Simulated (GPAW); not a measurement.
# WSe2 (P6_3/mmc): G0W0 with GPAW, start to end, part 2 of 2

Wanted: ground state, empty states, screening and self-energy for WSe2 (P6_3/mmc).

GPAW 26.7.0; PBE and many-body steps on it, plane waves. Known limits of the many-body steps: not at the basis limit; no spin-orbit coupling; coarse k mesh.

So far. Step 3 (Bands along the symmetry lines): The gap is 0.966 eV, −0.095 eV from the run before at this level. Step 4 (Empty states on the mesh, 6×6×1 mesh, 171 bands): On this mesh the gap is 0.966 eV.

The database entry behind the starting cell differs from later determinations by our own check (a about 0.2 % long), so it need not match the best structure at ambient conditions.

### Step 5. Screening and self-energy, 6×6×1 mesh, 161 bands, screening to 70 eV

G0W0 replaces the xc potential by the self-energy, built once from these orbitals. Only a window of levels is corrected, while the sums run over the empty bands that the input names.

This step: G0W0 on PBE, plane waves, PAW.

The input, run.py:

```python
import json
import numpy as np
from gpaw.mpi import world
from gpaw.response.g0w0 import G0W0

gw = G0W0('full.gpw',
    filename='gw',
    kpts=[0, 2, 4],
    bands=(24, 28),
    ecut=70,
    nbands=161,
    integrate_gamma='WS',
    ppa=True)
gw.calculate()
res = {mode: {k: v for k, v in r.items() if k != 'sigma_eskwn'}
       for mode, r in gw.all_results.items()}

if world.rank == 0:
    with open('result.json', 'w') as f:
        json.dump(res, f, default=lambda x: x.tolist())
```

On the command line:

```sh
> mpirun -n 8 gpaw python run.py
```

Numbers of over 12 decimals in the logs are rounded to 6 here.

Output:

```text
Using integrator: PointIntegrator
FrequencyGridDescriptor(from 0.000+0.000j to 0.000+27.211j eV, 2 points)
Nonperiodic BCs:  [False False False]
Using integrator: PointIntegrator
FrequencyGridDescriptor(from 0.000+0.000j to 0.000+27.211j eV, 2 points)
Nonperiodic BCs:  [False False False]
  ___  _ _ _
 |   || | | |
 | | || | | |
 |__ ||_____|
 |___|

BZ k-points: Symmetries present (total): 12

  [... matrices ...]
36 k-points: 6 x 6 x 1 Monkhorst-Pack grid + [1/12,1/12,0.000000]
7 k-points in the irreducible part of the Brillouin zone
       k-points in crystal coordinates                weights
   0:     0.00000000    0.00000000    0.00000000          1/36
   1:     0.16666667    0.00000000    0.00000000          6/36
   2:     0.33333333   -0.16666667    0.00000000          6/36
   3:     0.33333333    0.00000000    0.00000000          6/36
   4:     0.33333333    0.33333333    0.00000000          2/36
   5:     0.50000000    0.33333333    0.00000000         12/36
   6:     0.50000000    0.50000000    0.00000000          3/36

Distributing spins, k-points and bands (1 x 3 x 4) over 8 processes
Number of blocks: 1

Quasi particle states:
k-points (IBZ indices): [0, 2, 4]
Band range: (24, 28)
  [... matrices ...]
Computational parameters:
Plane wave cut-off: 70 eV
Number of bands: 161
Coulomb cutoff: None
Broadening: 0.1 eV

fxc modes: GW
Kernel: RPA
Using Godby-Needs plasmon-pole approximation:
  Fitting energy: i*E0, E0 = 1.000 Hartree
Summing all q:

Calculating screened Coulomb potential
No Coulomb truncation
FrequencyGridDescriptor(from 0.000+0.000j to 0.000+27.211j eV, 2 points)
Removing empty qpoint cache files...

Calculating chi0 body with:
    Ground state adapter containing:
    Number of spins: 1
    Number of kpoints: 36
    Number of irreducible kpoints: 7
    Number of completely occupied states: 26
    Number of partially occupied states: 26
    Occupied states memory: 8.2265625 M / cpu

    Linear response parametrization:
    q_c: [1.3877787807814457e-17, 1.3877787807814457e-17, 0.0]
    Number of frequency points: 2
    Planewave cutoff: 70.0
    Number of bands: 161
    Number of planewaves: 161
    Broadening (eta): 1e-06
    comm.size: 8
    kncomm.size: 8
    blockcomm.size: 1

    Memory estimate of potentially large arrays:
        chi0_wGG: 0.791046 M / cpu
Integrating chi0 body.

Symmetries of q_c:
    Direct symmetries (Uq -> q): 12
    Indirect symmetries (TUq -> q): 0
In total 12 allowed symmetries.

  [... matrices ...]
7 groups of equivalent kpoints. 80.555556% reduction.

Integral kind: response function
Integrating chi0 head and wings.

Symmetries of q_c:
    Direct symmetries (Uq -> q): 12
    Indirect symmetries (TUq -> q): 0
In total 12 allowed symmetries.

  [... matrices ...]
7 groups of equivalent kpoints. 80.555556% reduction.

Integral kind: response function wings

Calculating chi0 body with:
    Ground state adapter containing:
    Number of spins: 1
    Number of kpoints: 36
    Number of irreducible kpoints: 7
    Number of completely occupied states: 26
    Number of partially occupied states: 26
[... the further q-points ...]

Results:
f:      Occupation numbers
eps:     KS-eigenvalues [eV]
vxc:     KS vxc [eV]
exx:     Exact exchange [eV]
sigma:   Self-energies [eV]
dsigma:  Self-energy derivatives
Z:       Renormalization factors
qp:      QP-energies [eV]

k-point 0 (0): (0.000, 0.000, 0.000)                GW
band       f     eps     vxc     exx   sigma  dsigma       Z      qp
                                                                   GW
  24   1.000   7.640 -15.898 -18.139   2.096  -0.249   0.801   7.523
  25   1.000   8.714 -18.769 -19.320   0.905  -0.262   0.792   8.993
  26   0.000  11.344 -18.203 -13.909  -3.357  -0.253   0.798  12.092
  27   0.000  11.344 -18.203 -13.909  -3.357  -0.253   0.798  12.092

k-point 1 (2): (0.333, -0.167, 0.000)                GW
band       f     eps     vxc     exx   sigma  dsigma       Z      qp
                                                                   GW
  24   1.000   7.563 -17.961 -19.279   1.526  -0.270   0.787   7.727
  25   1.000   7.603 -18.019 -19.358   1.547  -0.268   0.788   7.767
  26   0.000   9.680 -16.784 -13.055  -3.073  -0.251   0.799  10.205
  27   0.000  10.566 -18.430 -14.192  -3.368  -0.262   0.792  11.255

k-point 2 (4): (0.333, 0.333, 0.000)                GW
band       f     eps     vxc     exx   sigma  dsigma       Z      qp
                                                                   GW
  24   1.000   8.260 -17.417 -18.066   0.852  -0.263   0.792   8.420
  25   1.000   8.504 -18.205 -18.716   0.804  -0.264   0.791   8.736
  26   0.000  10.028 -19.690 -15.623  -3.119  -0.267   0.789  10.777
  27   0.000  10.028 -19.690 -15.623  -3.119  -0.267   0.789  10.777
```

Elapsed: 75 s, on 8 MPI ranks of Arm Neoverse N1, shared host; peak memory 2.7 GiB; 10 min of CPU time.

Numbers from this step:

```yaml
g0w0_gap_on_the_points_computed: 1.212 eV
least_direct_g0w0_gap_on_the_computed_points: 2.041 eV
z_at_the_valence_top: 0.7922
z_at_the_conduction_bottom: 0.7991
starting_gap_on_the_mesh: 0.9662 eV
k_of_the_valence_top: 0, 0, 0
k_of_the_conduction_bottom: 0.3333, -0.1667, 0
```

The gap on the mesh goes from 0.97 eV to 1.21 eV, a correction of +0.25 eV. The start differs from the 1.06 eV found before because the two sample other k points.

Limits: finite bands, cutoff and mesh; no spin-orbit coupling; coarse k mesh. v1 is the top filled band, c1 the lowest empty one. Levels before and after the correction, in eV, zero at the valence-band top of each column:

```tsv
	conduction bottom	valence top
Kohn-Sham	0.97	0.00
G0W0	1.21	0.00
```

```tsv
	level	energy (eV)
Kohn-Sham	Γ v2	-1.074
Kohn-Sham	Γ v1	0.000
Kohn-Sham	Γ c1-c2	2.630
Kohn-Sham	(0.333 -0.167 0) v2	-1.151
Kohn-Sham	(0.333 -0.167 0) v1	-1.111
Kohn-Sham	(0.333 -0.167 0) c1	0.966
Kohn-Sham	(0.333 -0.167 0) c2	1.852
G0W0	Γ v2	-1.470
G0W0	Γ v1	0.000
G0W0	Γ c1-c2	3.098
G0W0	(0.333 -0.167 0) v2	-1.267
G0W0	(0.333 -0.167 0) v1	-1.227
G0W0	(0.333 -0.167 0) c1	1.212
G0W0	(0.333 -0.167 0) c2	2.262
```

### Step 6. Where the time went

Times are wall times on 8 MPI ranks of Arm Neoverse N1, shared host, good to a factor of about two.

```tsv
step	time	share	memory (GiB)
ground state	17 s	11 %	1.5
bands along the symmetry lines	29 s	18 %	1.7
empty states on the mesh	38 s	24 %	1.5
screening and self-energy	75 s	47 %	2.7
```

### Step 7. What came out

| Property | Result |
| --- | --- |
| PBE gap | 0.97 eV, indirect |
| G0W0 gap on the mesh | 1.21 eV |
| GW settings | 6×6×1 mesh, 161 bands, screening to 70 eV, Godby-Needs plasmon pole |
| known limits | not at the basis limit; no spin-orbit coupling; coarse k mesh |

What this shows: G0W0 moves the gap on the mesh from 0.97 eV to 1.21 eV (+0.25 eV), with Z of 0.79 and 0.80 at the edges. Only 3 of the mesh's irreducible points were corrected, so a valley elsewhere could overtake. The dearest step here is «screening and self-energy». Bands and cutoff are finite, so the gap is not at the basis limit. The miss can reach some tenths of an eV and take either sign; the mesh is an error of its own. These stock PAW sets were not made for GW; the filled d or f shell of Se and W lies in the frozen core, which bears on start and correction. In the G0W0 run levels were corrected at 3 k points alone, so a gap called «on the mesh» is the least over those, and an edge elsewhere would be missed. The 6×6×1 mesh is coarse for this cell, which bears on the long-range parts of exchange and screening. The many-body steps are scalar-relativistic: spin-orbit coupling is not in them.

[Paths, hosts, dates, memory and timing lines, banners, echoed tables and standing remarks are left out of the program output.]

[Logs are printed without paths, hosts, clocks, repeated set-up lines and the standing remarks that a program may print on its own settings, such as how far it seeks lower states.]

[Runs of the session that timed out or met a known fault of the program may be left out.]

[Hosts, paths, dates, database ids (printed as entryN), source tags and the programs' standing remarks are cut or masked in the printed files.]
